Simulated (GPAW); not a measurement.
# Collinear magnetic orders of Fe6 on MgO3 001 with GPAW, part 2 of 2

Does Fe6 on MgO3 001 prefer parallel or opposed moments, or none?

GPAW 26.7.0; PBE; plane waves with GPAW's PAW setups, scalar-relativistic.

So far. Step 2 (Run 1 (ferro ++++++)): After 51 cycles the largest moment stands at 2.96 μB.

### 3. Order 2, typed as ferri +++++-

Reversing part of the moments tests the sign of the couplings between them.

The input, order2.py:

```python
import json
import numpy as np
from ase import Atoms
from ase.parallel import paropen, parprint
from gpaw import GPAW

atoms = Atoms(['Mg', 'O', 'Mg', 'O', 'Mg', 'O', 'Fe', 'Fe', 'Fe', 'Fe', 'Fe', 'Fe'],
    cell=[[2.978334, 0.0, 0.0],
         [0.0, 2.978334, 0.0],
         [0.0, 0.0, 25.012]],
    scaled_positions=[[0.0, 0.0, 0.239885],
         [0.5, 0.5, 0.239885],
         [0.5, 0.5, 0.324084],
         [0.0, 0.0, 0.324084],
         [0.0, 0.0, 0.408284],
         [0.5, 0.5, 0.408284],
         [0.5, 0.5, 0.494243],
         [0.0, 0.0, 0.547417],
         [0.5, 0.5, 0.600592],
         [0.0, 0.0, 0.653766],
         [0.5, 0.5, 0.706941],
         [0.0, 0.0, 0.760115]],
    pbc=True,
    magmoms=[0.0, 0.0, 0.0, 0.0, 0.0, 0.0, 2.6, 2.6, 2.6, 2.6, 2.6, -2.6])
atoms.calc = GPAW(mode={'name': 'pw', 'ecut': 600},
    xc='PBE',
    kpts={'size': (16, 16, 1), 'gamma': True},
    occupations={'name': 'fermi-dirac', 'width': 0.05},
    convergence={'density': 1e-05, 'energy': 1e-05},
    maxiter=250,
    mixer={'name': 'pulay', 'beta': 0.03, 'nmaxold': 8, 'weight': 100},
    symmetry={'tolerance': 1e-4},
    txt='order2.txt')
e = atoms.get_potential_energy(force_consistent=True)
res = {'free_energy': e, 'energy_sigma0': atoms.get_potential_energy(), 'fermi_energy': atoms.calc.get_fermi_level()}
res['moments'] = atoms.get_magnetic_moments().tolist()
res['total'] = atoms.get_magnetic_moment()
parprint('site moments (muB):', np.round(res['moments'], 3))
parprint(f"total moment: {res['total']:.3f} muB")
parprint(f'free energy: {e:.6f} eV')
atoms.calc.write('order2.gpw')
with paropen('results.json', 'w') as f:
    json.dump(res, f)
```

The run is started by

```console
$ OMP_NUM_THREADS=1 mpirun -n 4 gpaw python order2.py > order2.log
```

The program printed:

```text
Input parameters:
  mode=PW(ecut=600),
  convergence={'density': 1e-05, 'energy': 1e-05},
  kpts=MonkhorstPack(size=(16, 16, 1), gamma=True),
  maxiter=250,
  mixer=Pulay(name='pulay', nmaxold=8, beta=0.03, weight=100, sigma=0.015, g_ss=None),
  occupations=Occupations(name='fermi-dirac', width=0.05),
  symmetry=Symmetry(tolerance=0.0001),
  xc=XC(name='PBE')

Diagonalizing LCAO Hamiltonian
Converting LCAO to pw mode
   .------.
  /|      |
 * |      |
 | |      |
 | |      |
 | |      |
 | |      |
 | |      |
[...]
Fe|      |
 | | Fe   |
[...]
Fe| Fe   |
[...]
Fe|      |
 | | Fe   |
[...]
| | O    |
 Mg|      |
[...]
| | Mg   |
 O |      |
[...]
| | O    |
 Mg|      |
 | |      |
 | |      |
 | |      |
 | |      |
 | .------.
 |/      /
 *------*

Atoms  # Å, Bohr magnetons
|    | symbol |        x |        y |         z |    initial magnetic moments |
|----|--------|----------|----------|-----------|-----------------------------|
|  0 |     Mg | 0.000000 | 0.000000 |  6.000004 | ( 0.0000,  0.0000,  0.0000) |
|  1 |      O | 1.489167 | 1.489167 |  6.000004 | ( 0.0000,  0.0000,  0.0000) |
|  2 |     Mg | 1.489167 | 1.489167 |  8.105989 | ( 0.0000,  0.0000,  0.0000) |
|  3 |      O | 0.000000 | 0.000000 |  8.105989 | ( 0.0000,  0.0000,  0.0000) |
|  4 |     Mg | 0.000000 | 0.000000 | 10.211999 | ( 0.0000,  0.0000,  0.0000) |
|  5 |      O | 1.489167 | 1.489167 | 10.211999 | ( 0.0000,  0.0000,  0.0000) |
|  6 |     Fe | 1.489167 | 1.489167 | 12.362006 | ( 0.0000,  0.0000,  2.6000) |
|  7 |     Fe | 0.000000 | 0.000000 | 13.691994 | ( 0.0000,  0.0000,  2.6000) |
|  8 |     Fe | 1.489167 | 1.489167 | 15.022007 | ( 0.0000,  0.0000,  2.6000) |
|  9 |     Fe | 0.000000 | 0.000000 | 16.351995 | ( 0.0000,  0.0000,  2.6000) |
| 10 |     Fe | 1.489167 | 1.489167 | 17.682008 | ( 0.0000,  0.0000,  2.6000) |
| 11 |     Fe | 0.000000 | 0.000000 | 19.011996 | ( 0.0000,  0.0000, -2.6000) |

Number of symmetries: 8

BZ-sampling:
  Number of BZ points: 256
  Number of IBZ points: 45

  Monkhorst-Pack size: [16, 16, 1]
  Monkhorst-Pack shift: [0.03125, 0.03125, 0.0]

Plane wave coefficients: 7504
Cutoff: 600.0 eV

Spin-components: 2 (collinear spins)
Bands:           68
Projectors:      66
Spin-degeneracy: 1
Datatype:        complex128

Parallelization:
  kpt:    4
  domain: 1
  band:   1

Density:
  Valence electrons: 96.0
  Components: 2
  Grid points: [ 18  18 144]
  Charge: 0.0  # |e|

Potential:
  Grid points: [ 18  18 144]

[... setups left out ...]
Reference energy: -230188.219169  # eV

convergence criteria:
- Maximum integral of absolute [dens]ity change: 1e-05 electrons / valence electron
- Maximum [total energy] change in last 3 cyles: 1e-05 eV / valence electron
- Maximum integral of absolute [eigenst]ate change: 4e-08 eV^2 / valence electron
maximum number of iterations: 250

SCF iterations
|iter     |      energy | eigst |  dens |  magmom |
|---------|-------------|-------|-------|---------|
|iter:   1|       0s |  -92.664174 | +0.46 |       | +10.4186|
|iter:   2|      22s |  -92.911673 | -0.93 | -0.88 | +10.3566|
|iter:   3|      45s |  -90.796310 | -1.56 | -0.75 | +10.3577|
|iter:   4|      69s |  -89.907303 | -1.95 | -0.96 | +10.3267|
|iter:   5|      92s |  -88.319090 | -1.33 | -1.02 | +10.2632|
|iter:   6|     114s |  -86.620506 | -0.55 | -1.07 | +10.1100|
[...]
[... 36 iterations left out ...]
|iter:  47|    1044s |  -86.824289c| -6.23 | -3.18 |  +8.9747|
|iter:  48|    1067s |  -86.825257 | -4.71 | -3.19 |  +8.9217|
|iter:  49|    1088s |  -86.825448 | -5.72 | -3.19 |  +8.9093|
|iter:  50|    1110s |  -86.826898 | -4.01 | -3.21 |  +8.7851|
|iter:  51|    1134s |  -86.826731 | -5.05 | -3.13 |  +8.8060|
|iter:  52|    1158s |  -86.827121c| -4.87 | -3.28 |  +8.7588|
|iter:  53|    1180s |  -86.827521c| -4.60 | -3.31 |  +8.7006|
|iter:  54|    1202s |  -86.827552c| -5.91 | -3.29 |  +8.6959|
|iter:  55|    1224s |  -86.827450c| -5.69 | -3.29 |  +8.7115|
|iter:  56|    1245s |  -86.827308c| -5.35 | -3.29 |  +8.7378|
```

Run time: 22 min. Hardware: 4 MPI ranks of Intel Xeon Platinum 8375C at 2.90GHz (Ice Lake), shared host; peak memory 2 GiB.

The run was cut off at its time limit.

It was cut off while still iterating. More time helps where the residual falls; where it has stalled, the mixing must change.

### 4. Order 3, typed as no spin polarisation

A run without seeds gives the energy of the state without moments.

nospin.py is the script of step 3 with these lines changed:

```diff
@@ -22,4 +22,3 @@
          [0.0, 0.0, 0.760115]],
-    pbc=True,
-    magmoms=[0.0, 0.0, 0.0, 0.0, 0.0, 0.0, 2.6, 2.6, 2.6, 2.6, 2.6, -2.6])
+    pbc=True)
 atoms.calc = GPAW(mode={'name': 'pw', 'ecut': 600},
@@ -32,11 +31,7 @@
     symmetry={'tolerance': 1e-4},
-    txt='order2.txt')
+    txt='nospin.txt')
 e = atoms.get_potential_energy(force_consistent=True)
 res = {'free_energy': e, 'energy_sigma0': atoms.get_potential_energy(), 'fermi_energy': atoms.calc.get_fermi_level()}
-res['moments'] = atoms.get_magnetic_moments().tolist()
-res['total'] = atoms.get_magnetic_moment()
-parprint('site moments (muB):', np.round(res['moments'], 3))
-parprint(f"total moment: {res['total']:.3f} muB")
 parprint(f'free energy: {e:.6f} eV')
-atoms.calc.write('order2.gpw')
+atoms.calc.write('nospin.gpw')
 with paropen('results.json', 'w') as f:
```

The run is started by

```console
$ OMP_NUM_THREADS=1 mpirun -n 4 gpaw python nospin.py > nospin.log
```

The program printed:

```text
free energy: -83.828040 eV

--- nospin.txt ---
Input parameters:
  mode=PW(ecut=600),
  convergence={'density': 1e-05, 'energy': 1e-05},
  kpts=MonkhorstPack(size=(16, 16, 1), gamma=True),
  maxiter=250,
  mixer=Pulay(name='pulay', nmaxold=8, beta=0.03, weight=100, sigma=0.015, g_ss=None),
  occupations=Occupations(name='fermi-dirac', width=0.05),
  symmetry=Symmetry(tolerance=0.0001),
  xc=XC(name='PBE')

[...]
|        ... |               |           |
|         42 |         3.105 |     2.000 |
|         43 |         3.105 |     2.000 |
|         44 |         3.239 |     2.000 |
|         45 |         3.402 |     2.000 |
[...]
|         55 |         4.436 |     0.000 |
|         56 |         4.441 |     0.000 |
|         57 |         4.756 |     0.000 |
|        ... |               |           |
|         61 |         7.725 |     0.000 |

No gap
No difference between direct/indirect transitions


[key lines of the parts left out:]
Free energy:     -83.828040
Converged in 42 steps
dipole moment: (-38.771081, -38.771081, -0.363296)  # |e|*Ang
Fermi level: 3.829
```

The job ended after 7.2 min (4 MPI ranks; peak memory 1.5 GiB).

This step gave:

```yaml
final_state: non-magnetic (no spin polarisation)
```

It lies 598 meV a seeded atom over the first start.

### 5. Ranking

These are free energies at a smearing of 0.05 eV, so its entropy term is in the differences. They are divided by the number of seeded atoms, so that cells of unlike size compare.

Orders:

```
               start    final state  typed order kept  energy over the lowest (meV a seeded atom)  largest site moment (μB)  net moment (μB a primitive cell)  mesh matched  CPU time (s)
        ferro ++++++  ferromagnetic               yes                                           0                     2.959                              15.8           yes          3532
no spin polarisation   non-magnetic                 -                                       598.1                         0                                 0           yes          1730
```

### 6. Summary of results

```yaml
lower_run: with moments
largest_site_moment: 2.96 μB
next_state: non-magnetic, 598 meV a seeded atom higher
energy_gained_by_spin_polarisation: 598 meV a seeded atom
```

In words: No opposed order could be compared. The parallel start holds moments up to 2.96 μB. 1 start gave no converged result and is missing from the ranking; where cut off, the energy had nearly settled, +93.8 meV a seeded atom from the lowest. No antiferromagnetic order was obtained, so the session says nothing on how the moments order.

[Logs and program files are shortened in this print: banners, set-up blocks, solver, clock and traceback lines can be left out without a mark of their own.]

[Logs are printed without paths, hosts, clocks, repeated set-up lines and the standing remarks that a program may print on its own settings, such as how far it seeks lower states.]

[Hosts, paths, dates, database ids (printed as entryN), source tags and the programs' standing remarks are cut or masked in the printed files.]

[Where a cell is said to come from a database of computed structures, the database is the Materials Project.]
